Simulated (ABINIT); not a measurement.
# Quasiparticle gap of BaH2 (P6_3/mmc) in ABINIT, part 2 of 3

Wanted: ground state, empty states, screening and self-energy for BaH2 (P6_3/mmc).

ABINIT 10.8.3; PBEsol and many-body steps on it, plane waves. Known limits of the many-body steps: not at the basis limit; no spin-orbit coupling; coarse k mesh.

So far. Step 2 (Ground state): The gap is indirect, with the least direct gap 1.07 eV higher.

## Step 3: Bands along the symmetry lines

Level of this step: DFT, PBEsol, plane waves, norm-conserving pseudopotentials (ABINIT).

The cheap functional maps the bands first; the places of the edges decide which points the dearer methods must see.

Contents of run.abi:

```
acell 3*1.0 Angstrom
rprim 
  4.462025052349 0.000000000014 0.000000000000
  -2.231012526186 3.864227047650 0.000000000000
  0.000000000000 0.000000000000 6.055292590000
ntypat 2
znucl 56 1
natom 6
typat 1 1 2 2 2 2
xred 
  0.666666666667 0.333333333333 0.750000000000
  0.333333333333 0.666666666667 0.250000000000
  0.333333333333 0.666666666667 0.750000000000
  0.666666666667 0.333333333333 0.250000000000
  0.000000000000 0.000000000000 0.500000000000
  0.000000000000 0.000000000000 0.000000000000
pp_dirpath "pseudos"
pseudos "Ba.upf, H.upf"
ecut 32
iscf -2
irdden 1
kptopt 0
nkpt 75
kpt 
  0.00000000 0.00000000 0.00000000
  0.06250000 0.00000000 0.00000000
  0.12500000 0.00000000 0.00000000
  0.18750000 0.00000000 0.00000000
  0.25000000 0.00000000 0.00000000
  0.31250000 0.00000000 0.00000000
  0.37500000 0.00000000 0.00000000
  0.43750000 0.00000000 0.00000000
  0.50000000 0.00000000 0.00000000
  0.47916667 0.04166667 0.00000000
  0.45833333 0.08333333 0.00000000
  0.43750000 0.12500000 0.00000000
  0.41666666 0.16666666 0.00000000
  0.39583333 0.20833333 0.00000000
  0.37500000 0.25000000 0.00000000
  0.35416666 0.29166666 0.00000000
  0.33333333 0.33333333 0.00000000
  0.29166666 0.29166666 0.00000000
  0.25000000 0.25000000 0.00000000
  0.20833333 0.20833333 0.00000000
  0.16666666 0.16666666 0.00000000
  0.12500000 0.12500000 0.00000000
  0.08333333 0.08333333 0.00000000
  0.04166667 0.04166667 0.00000000
  0.00000000 0.00000000 0.00000000
  0.00000000 0.00000000 0.06250000
  0.00000000 0.00000000 0.12500000
  0.00000000 0.00000000 0.18750000
  0.00000000 0.00000000 0.25000000
  0.00000000 0.00000000 0.31250000
  0.00000000 0.00000000 0.37500000
  0.00000000 0.00000000 0.43750000
  0.00000000 0.00000000 0.50000000
  0.06250000 0.00000000 0.50000000
  0.12500000 0.00000000 0.50000000
  0.18750000 0.00000000 0.50000000
  0.25000000 0.00000000 0.50000000
  0.31250000 0.00000000 0.50000000
  0.37500000 0.00000000 0.50000000
  0.43750000 0.00000000 0.50000000
  0.50000000 0.00000000 0.50000000
  0.47916667 0.04166667 0.50000000
  0.45833333 0.08333333 0.50000000
  0.43750000 0.12500000 0.50000000
  0.41666666 0.16666666 0.50000000
  0.39583333 0.20833333 0.50000000
  0.37500000 0.25000000 0.50000000
  0.35416666 0.29166666 0.50000000
  0.33333333 0.33333333 0.50000000
  0.29166666 0.29166666 0.50000000
  0.25000000 0.25000000 0.50000000
  0.20833333 0.20833333 0.50000000
  0.16666666 0.16666666 0.50000000
  0.12500000 0.12500000 0.50000000
  0.08333333 0.08333333 0.50000000
  0.04166667 0.04166667 0.50000000
  0.00000000 0.00000000 0.50000000
  0.50000000 0.00000000 0.50000000
  0.50000000 0.00000000 0.43750000
  0.50000000 0.00000000 0.37500000
  0.50000000 0.00000000 0.31250000
  0.50000000 0.00000000 0.25000000
  0.50000000 0.00000000 0.18750000
  0.50000000 0.00000000 0.12500000
  0.50000000 0.00000000 0.06250000
  0.50000000 -0.00000000 0.00000000
  0.33333333 0.33333333 0.50000000
  0.33333333 0.33333333 0.43750000
  0.33333333 0.33333333 0.37500000
  0.33333333 0.33333333 0.31250000
  0.33333333 0.33333333 0.25000000
  0.33333333 0.33333333 0.18750000
  0.33333333 0.33333333 0.12500000
  0.33333333 0.33333333 0.06250000
  0.33333333 0.33333333 0.00000000
istwfk *1
nband 19
nbdbuf 2
tolwfr 1e-08
nstep 40
prtwf 0
prtvol 0
indata_prefix "in"
outdata_prefix "out"
tmpdata_prefix "tmp"
```

Run with:

```sh
> OMP_NUM_THREADS=1 mpirun -n 4 abinit run.abi > log
```

Numbers of over 12 decimals in the logs are rounded to 6 here.

Output:

```text
.Version 10.8.3 of ABINIT. v10.8.2 released Aug 2026.

 Symmetries : space group P6_3/m m c (#194); Bravais hP (primitive hexag.)
[... echo of the input left out ...]
== DATASET  1 ==================================================================
-   mpi_nproc: 4, omp_nthreads: 1 (-1 if OMP is not activated)

--- !DatasetInfo
iteration_state: {dtset: 1, }
dimensions: {natom: 6, nkpt: 75, mband: 19, nsppol: 1, nspinor: 1, nspden: 1, mpw: 6130, }
cutoff_energies: {ecut:  32.0, pawecutdg:  -1.0, }
electrons: {nelect:   2.40000000E+01, charge:   0.00000000E+00, occopt:   1.00000000E+00, tsmear:   1.00000000E-02, }

 Real(R)+Recip(G) space primitive vectors, cartesian coordinates (Bohr,Bohr^-1):
 R(1)=  8.4320053  0.0000000  0.0000000  G(1)=  0.1185958  0.0684713  0.0000000
 R(2)= -4.2160027  7.3023308  0.0000000  G(2)=  0.0000000  0.1369426  0.0000000
 R(3)=  0.0000000  0.0000000 11.4428446  G(3)=  0.0000000  0.0000000  0.0873909
 Unit cell volume ucvol=  7.0457361E+02 bohr^3
 Angles (23,13,12)=  9.00000000E+01  9.00000000E+01  1.20000000E+02 degrees

 getcut: wavevector=  0.0000  0.0000  0.0000  ngfft=  45  45  60
         ecut(hartree)=     32.000   => boxcut(ratio)=   2.04919

--- Pseudopotential description ------------------------------------------------
- Ba Generated using ONCVPSP code by D. R. Hamann
- 56.00000  10.00000  180301                  znucl, zion, pspdat
12 -116133 2 -1 1936                          pspcod,pspxc,lmax,lloc,mmax
     nproj     2     2     2
  pspatm : epsatm=   26.37418133
         --- l  ekb(1:nproj) -->
             0    6.652372    0.677024
             1    5.027722    0.408462
             2    2.543237    0.416854
 pspatm: atomic psp has been read  and splines computed

- H Generated using ONCVPSP code by D. R. Hamann
-  1.00000   1.00000  180301                  znucl, zion, pspdat
12 -116133 1 -1 1180                          pspcod,pspxc,lmax,lloc,mmax
     nproj     2     1     0
  pspatm : epsatm=    0.35585368
         --- l  ekb(1:nproj) -->
[...]
1   -0.494138
 pspatm: atomic psp has been read  and splines computed

--------------------------------------------------------------------------------

================================================================================
 prteigrs : about to open file out_EIG
 Non-SCF case, kpt    1 (  0.00000  0.00000  0.00000), residuals and eigenvalues=
  4.53E-09  9.40E-09  1.97E-09  3.04E-09  7.07E-09  2.80E-09  5.81E-09  1.21E-09
  1.74E-09  1.11E-09  5.97E-09  6.57E-09  3.05E-09  9.04E-09  6.56E-09  8.66E-09
[...]
-8.4430E-01 -8.3787E-01 -3.2333E-01 -2.9297E-01 -2.9297E-01 -2.8383E-01
 -2.8383E-01 -2.8230E-01 -7.9456E-03  4.2869E-02  1.3315E-01  1.5182E-01
  2.5198E-01  2.5198E-01  2.8885E-01  2.8885E-01  2.8991E-01  2.8991E-01
  3.1860E-01
 Non-SCF case, kpt    2 (  0.06250  0.00000  0.00000), residuals and eigenvalues=
[...]
Non-SCF case, kpt   74 (  0.33333  0.33333  0.06250), residuals and eigenvalues=
[...]
3.7768E-01
 Non-SCF case, kpt   75 (  0.33333  0.33333  0.00000), residuals and eigenvalues=
[...]
-3.0119E-01 -2.8904E-01  7.8558E-02  7.8558E-02  7.9996E-02  8.6863E-02
  2.6619E-01  2.6619E-01  3.0696E-01  3.3445E-01  3.3445E-01  3.4478E-01
  3.7748E-01

--- !ResultsGS
iteration_state: {dtset: 1, }
comment   : Summary of ground state results
lattice_vectors:
- [  8.4320053,   0.0000000,   0.0000000, ]
- [ -4.2160027,   7.3023308,   0.0000000, ]
- [  0.0000000,   0.0000000,  11.4428446, ]
lattice_lengths: [   8.43201,    8.43201,   11.44284, ]
lattice_angles: [ 90.000,  90.000, 120.000, ] # degrees, (23, 13, 12)
lattice_volume:   7.0457361E+02
convergence: {deltae:  0.000E+00, res2:  0.000E+00, residm:  9.983E-09, diffor:  0.000E+00, }
etotal    :  -5.85971915E+01
entropy   :   0.00000000E+00
fermie    :   1.51815635E-01
cartesian_stress_tensor: null
pressure_GPa: null
xred      :
- [  6.6667E-01,   3.3333E-01,   7.5000E-01, Ba]
- [  3.3333E-01,   6.6667E-01,   2.5000E-01, Ba]
- [  3.3333E-01,   6.6667E-01,   7.5000E-01,  H]
- [  6.6667E-01,   3.3333E-01,   2.5000E-01,  H]
- [  3.7007E-17,   9.2519E-17,   5.0000E-01,  H]
- [  3.7007E-17,   9.2519E-17,   2.7756E-17,  H]
cartesian_forces: null
force_length_stats: {min: null, max: null, mean: null, }

 Integrated electronic density in atomic spheres:
 ------------------------------------------------
 Atom  Sphere_radius  Integrated_density
[...]
================================================================================

 ----iterations are completed or convergence reached----

 Mean square residual over all n,k,spin=   48.486E-10; max=  99.826E-10
 reduced coordinates (array xred) for    6 atoms
[...]
cartesian coordinates (angstrom) at end:
    1      2.231013     1.288076     4.541469
    2     -7.67e-12     2.576151     1.513823
    3     -7.67e-12     2.576151     4.541469
    4      2.231013     1.288076     1.513823
    5     -0.000000     0.000000     3.027646
    6     -0.000000     0.000000     0.000000
 length scales=  1.889726125908  1.889726125908  1.889726125908 bohr
              =  1.000000000000  1.000000000000  1.000000000000 angstroms
 prteigrs : about to open file out_EIG
 Eigenvalues (hartree) for nkpt=  75  k points:
 kpt#   1, nband= 19, wtk=  1.00000, kpt=  0.0000  0.0000  0.0000 (reduced coord)
[...]
kpt#   2, nband= 19, wtk=  1.00000, kpt=  0.0625  0.0000  0.0000 (reduced coord)
[...]
kpt#   3, nband= 19, wtk=  1.00000, kpt=  0.1250  0.0000  0.0000 (reduced coord)
[...]
kpt#  74, nband= 19, wtk=  1.00000, kpt=  0.3333  0.3333  0.0625 (reduced coord)
[...]
0.33690    0.34782    0.37768
 kpt#  75, nband= 19, wtk=  1.00000, kpt=  0.3333  0.3333  0.0000 (reduced coord)
  -0.83975   -0.83975   -0.30942   -0.30265   -0.30265   -0.30119   -0.30119   -0.28904
   0.07856    0.07856    0.08000    0.08686    0.26619    0.26619    0.30696    0.33445
   0.33445    0.34478    0.37748

== END DATASET(S) ==============================================================
================================================================================

 -outvars: echo values of variables after computation  --------
            nband          19
             nkpt          75
          spgroup         194
 [... the other variables as echoed above ...]

 Calculation completed.
```

Wall time 36 s (4 MPI ranks of Arm Neoverse V1, shared host); peak memory 0.41 GiB.

Numbers from this step:

| Property | Result |
| --- | --- |
| gap | 1.473 eV |
| k of the valence top | 0, 0, 0 |
| k of the conduction bottom | 0.3333, 0.3333, 0.5 |
| least direct gap | 2.542 eV |

The gap is 1.473 eV, as in the run before at this level.

Electronic bands along the path, in eV, zero at the top of the highest filled band:

```tsv
point	band 9	band 10	band 11	band 12	band 13	band 14	band 15	band 16
Γ	-4.35	-2.96	-0.51	0.00	2.73	2.73	3.73	3.73
halfway	-3.42	-2.50	-1.31	-1.06	2.96	3.12	3.33	3.71
M	-2.56	-2.25	-1.67	-1.59	2.51	3.78	3.79	5.10
halfway	-2.31	-2.13	-1.78	-1.67	2.70	3.56	3.84	5.20
K	-1.99	-1.99	-1.95	-1.77	3.11	3.11	4.22	4.97
halfway	-3.15	-2.38	-1.52	-1.21	2.89	3.07	3.34	4.12
Γ	-4.35	-2.96	-0.51	0.00	2.73	2.73	3.73	3.73
halfway	-4.00	-2.93	-0.65	-0.05	2.49	2.49	3.17	3.17
A	-3.29	-3.29	-0.46	-0.46	2.58	2.58	2.58	2.58
halfway	-2.62	-2.62	-1.32	-1.32	2.90	2.90	3.22	3.22
L	-2.30	-2.30	-1.37	-1.37	2.30	2.30	3.85	3.85
halfway	-2.06	-2.06	-1.45	-1.45	1.84	1.84	4.01	4.01
H	-1.77	-1.77	-1.54	-1.54	1.47	1.47	4.35	4.35
halfway	-2.41	-2.41	-1.47	-1.47	2.57	2.57	3.45	3.45
A	-3.29	-3.29	-0.46	-0.46	2.58	2.58	2.58	2.58
jump to L	-2.30	-2.30	-1.37	-1.37	2.30	2.30	3.85	3.85
halfway	-2.43	-2.28	-1.57	-1.45	2.86	2.94	3.15	4.60
M	-2.56	-2.25	-1.67	-1.59	2.51	3.78	3.79	5.10
jump to H	-1.77	-1.77	-1.54	-1.54	1.47	1.47	4.35	4.35
halfway	-1.89	-1.80	-1.80	-1.74	2.18	2.18	3.98	5.18
K	-1.99	-1.99	-1.95	-1.77	3.11	3.11	4.22	4.97
```

The electronic bands as a text plot (rows in eV, shown from -8.0 to 3.5 only):

```
    3.3 | +++++    +++++++++   +     +++          ++++  +++
    2.8 |++ +++   +++ ++++ ++++ ++ +++++           ++++  ++    ++
    2.3 |      +++             ++++     ++++     ++    ++  +  +
    1.9 |                                   +   +            +
    1.4 |                                    +++            +
    0.9 |
    0.4 |
   -0.1 |*                  ******
   -0.5 |**                *********                  **
   -1.0 |  **            **         **             ***
   -1.5 |   ********  ****            *************     *******
   -2.0 |        ********                   ******          *****
   -2.5 |  ********    ****           ******      *     ****
   -2.9 |**  **          * *******  **             ***
   -3.4 |   *             *      ***                  **
   -3.9 | **               *   **
   -4.4 |*                  ***
   -4.9 |
   -5.4 |
   -5.8 |
   -6.3 |
   -6.8 |
   -7.3 |
   -7.8 |
         Γ      M   K        Γ    A       L   H       A|L  M|H  K
```

## Step 4: Empty states on the mesh, 3×3×2 mesh, 234 bands

The sums over transitions need many empty states on a uniform mesh; this step solves for them.

Contents of run.abi:

```
acell 3*1.0 Angstrom
rprim 
  4.462025052349 0.000000000014 0.000000000000
  -2.231012526186 3.864227047650 0.000000000000
  0.000000000000 0.000000000000 6.055292590000
ntypat 2
znucl 56 1
natom 6
typat 1 1 2 2 2 2
xred 
  0.666666666667 0.333333333333 0.750000000000
  0.333333333333 0.666666666667 0.250000000000
  0.333333333333 0.666666666667 0.750000000000
  0.666666666667 0.333333333333 0.250000000000
  0.000000000000 0.000000000000 0.500000000000
  0.000000000000 0.000000000000 0.000000000000
pp_dirpath "pseudos"
pseudos "Ba.upf, H.upf"
ecut 32
ngkpt 3 3 2
nshiftk 1
shiftk 0 0 0
kptopt 1
chksymbreak 0
iscf -2
irdden 1
istwfk *1
nband 234
nbdbuf 20
tolwfr 1e-09
nstep 60
prtvol 0
indata_prefix "in"
outdata_prefix "out"
tmpdata_prefix "tmp"
```

Output:

```text
.Version 10.8.3 of ABINIT. v10.8.2 released Aug 2026.

 Symmetries : space group P6_3/m m c (#194); Bravais hP (primitive hexag.)
[... echo of the input left out ...]
== DATASET  1 ==================================================================
-   mpi_nproc: 4, omp_nthreads: 1 (-1 if OMP is not activated)

--- !DatasetInfo
iteration_state: {dtset: 1, }
dimensions: {natom: 6, nkpt: 6, mband: 234, nsppol: 1, nspinor: 1, nspden: 1, mpw: 6126, }
cutoff_energies: {ecut:  32.0, pawecutdg:  -1.0, }
electrons: {nelect:   2.40000000E+01, charge:   0.00000000E+00, occopt:   1.00000000E+00, tsmear:   1.00000000E-02, }

 Real(R)+Recip(G) space primitive vectors, cartesian coordinates (Bohr,Bohr^-1):
 R(1)=  8.4320053  0.0000000  0.0000000  G(1)=  0.1185958  0.0684713  0.0000000
 R(2)= -4.2160027  7.3023308  0.0000000  G(2)=  0.0000000  0.1369426  0.0000000
 R(3)=  0.0000000  0.0000000 11.4428446  G(3)=  0.0000000  0.0000000  0.0873909
 Unit cell volume ucvol=  7.0457361E+02 bohr^3
 Angles (23,13,12)=  9.00000000E+01  9.00000000E+01  1.20000000E+02 degrees

 getcut: wavevector=  0.0000  0.0000  0.0000  ngfft=  45  45  60
         ecut(hartree)=     32.000   => boxcut(ratio)=   2.04919

--- Pseudopotential description ------------------------------------------------
- Ba Generated using ONCVPSP code by D. R. Hamann
- 56.00000  10.00000  180301                  znucl, zion, pspdat
12 -116133 2 -1 1936                          pspcod,pspxc,lmax,lloc,mmax
     nproj     2     2     2
  pspatm : epsatm=   26.37418133
         --- l  ekb(1:nproj) -->
             0    6.652372    0.677024
             1    5.027722    0.408462
             2    2.543237    0.416854
 pspatm: atomic psp has been read  and splines computed

- H Generated using ONCVPSP code by D. R. Hamann
-  1.00000   1.00000  180301                  znucl, zion, pspdat
12 -116133 1 -1 1180                          pspcod,pspxc,lmax,lloc,mmax
     nproj     2     1     0
  pspatm : epsatm=    0.35585368
         --- l  ekb(1:nproj) -->
[...]
1   -0.494138
 pspatm: atomic psp has been read  and splines computed

--------------------------------------------------------------------------------

================================================================================
 prteigrs : about to open file out_EIG
 Non-SCF case, kpt    1 (  0.00000  0.00000  0.00000), residuals and eigenvalues=
  2.94E-10  2.49E-10  2.86E-10  1.60E-10  2.42E-10  2.21E-10  3.78E-10  2.13E-10
  3.13E-11  6.36E-11  7.19E-11  5.40E-11  8.47E-11  8.79E-10  5.03E-11  8.72E-11
  5.98E-11  1.46E-10  7.57E-11  6.72E-11  7.85E-11  8.16E-11  9.68E-11  6.46E-11
[...]
2.17E-04  1.40E-04
 -8.4430E-01 -8.3787E-01 -3.2333E-01 -2.9297E-01 -2.9297E-01 -2.8383E-01
 -2.8383E-01 -2.8230E-01 -7.9456E-03  4.2869E-02  1.3315E-01  1.5182E-01
  2.5198E-01  2.5198E-01  2.8885E-01  2.8885E-01  2.8991E-01  2.8991E-01
[...]
3.1947E+00  3.2019E+00  3.2019E+00  3.2122E+00  3.2337E+00  3.2337E+00
  3.2651E+00  3.2735E+00  3.2826E+00  3.3108E+00  3.3132E+00  3.3201E+00
 prteigrs : prtvol=0 or 1, do not print more k-points.

--- !ResultsGS
iteration_state: {dtset: 1, }
comment   : Summary of ground state results
lattice_vectors:
- [  8.4320053,   0.0000000,   0.0000000, ]
- [ -4.2160027,   7.3023308,   0.0000000, ]
- [  0.0000000,   0.0000000,  11.4428446, ]
lattice_lengths: [   8.43201,    8.43201,   11.44284, ]
lattice_angles: [ 90.000,  90.000, 120.000, ] # degrees, (23, 13, 12)
lattice_volume:   7.0457361E+02
convergence: {deltae:  0.000E+00, res2:  0.000E+00, residm:  9.994E-10, diffor:  0.000E+00, }
etotal    :  -5.85971915E+01
entropy   :   0.00000000E+00
fermie    :   1.51815635E-01
cartesian_stress_tensor: null
pressure_GPa: null
xred      :
- [  6.6667E-01,   3.3333E-01,   7.5000E-01, Ba]
- [  3.3333E-01,   6.6667E-01,   2.5000E-01, Ba]
- [  3.3333E-01,   6.6667E-01,   7.5000E-01,  H]
- [  6.6667E-01,   3.3333E-01,   2.5000E-01,  H]
- [  3.7007E-17,   9.2519E-17,   5.0000E-01,  H]
- [  3.7007E-17,   9.2519E-17,   2.7756E-17,  H]
cartesian_forces: null
force_length_stats: {min: null, max: null, mean: null, }

 Integrated electronic density in atomic spheres:
 ------------------------------------------------
 Atom  Sphere_radius  Integrated_density
[...]
================================================================================

 ----iterations are completed or convergence reached----

 Mean square residual over all n,k,spin=   30.133E-11; max=  99.945E-11
 reduced coordinates (array xred) for    6 atoms
[...]
0.000000000000      0.000000000000      0.500000000000
       0.000000000000      0.000000000000      0.000000000000

 cartesian coordinates (angstrom) at end:
    1      2.231013     1.288076     4.541469
    2     -7.67e-12     2.576151     1.513823
    3     -7.67e-12     2.576151     4.541469
    4      2.231013     1.288076     1.513823
    5     -0.000000     0.000000     3.027646
    6     -0.000000     0.000000     0.000000
 length scales=  1.889726125908  1.889726125908  1.889726125908 bohr
              =  1.000000000000  1.000000000000  1.000000000000 angstroms
 prteigrs : about to open file out_EIG
 Eigenvalues (hartree) for nkpt=   6  k points:
 kpt#   1, nband=234, wtk=  0.05556, kpt=  0.0000  0.0000  0.0000 (reduced coord)
[...]
3.14903    3.14903    3.15676    3.15676    3.17752    3.17752    3.19466    3.20193
   3.20193    3.21224    3.23366    3.23366    3.26511    3.27346    3.28263    3.31081
   3.31321    3.32007
 prteigrs : prtvol=0 or 1, do not print more k-points.

== END DATASET(S) ==============================================================
================================================================================

 -outvars: echo values of variables after computation  --------
            nband         234
             nkpt           6
          spgroup         194
 [... the other variables as echoed above ...]

 Calculation completed.
```

It took 2 min on 4 MPI ranks; peak memory 0.46 GiB; 8 min of CPU time.

Numbers from this step:

```
gap                                                           : 1.473 eV
k of the valence top                                          : 0, 0, 0
k of the conduction bottom                                    : 0.3333, 0.3333, 0.5
least direct gap                                              : 2.725 eV
k points computed                                             : 6
lowest point of the top converged band, above the valence top : 80.2126 eV
```

On this mesh the gap is 1.473 eV.

(Part 2 of 3 ends here.)

[Paths, hosts, dates, memory and timing lines, banners, echoed tables and standing remarks are left out of the program output.]

[Logs are printed without paths, hosts, clocks, repeated set-up lines and the standing remarks that a program may print on its own settings, such as how far it seeks lower states.]

[Runs of the session that timed out or met a known fault of the program may be left out.]

[Hosts, paths, dates, database ids (printed as entryN), source tags and the programs' standing remarks are cut or masked in the printed files.]

[G0W0 gaps are taken among the corrected bands and points alone; a level outside them can change the order at an edge.]

[Where Ansatz stands beside ABINIT at settings called matched, ABINIT's density can come from a denser mesh and the files from another edition; pairs whose starting gaps differed by over 0.03 eV were left out, so agreement reads better than it is.]
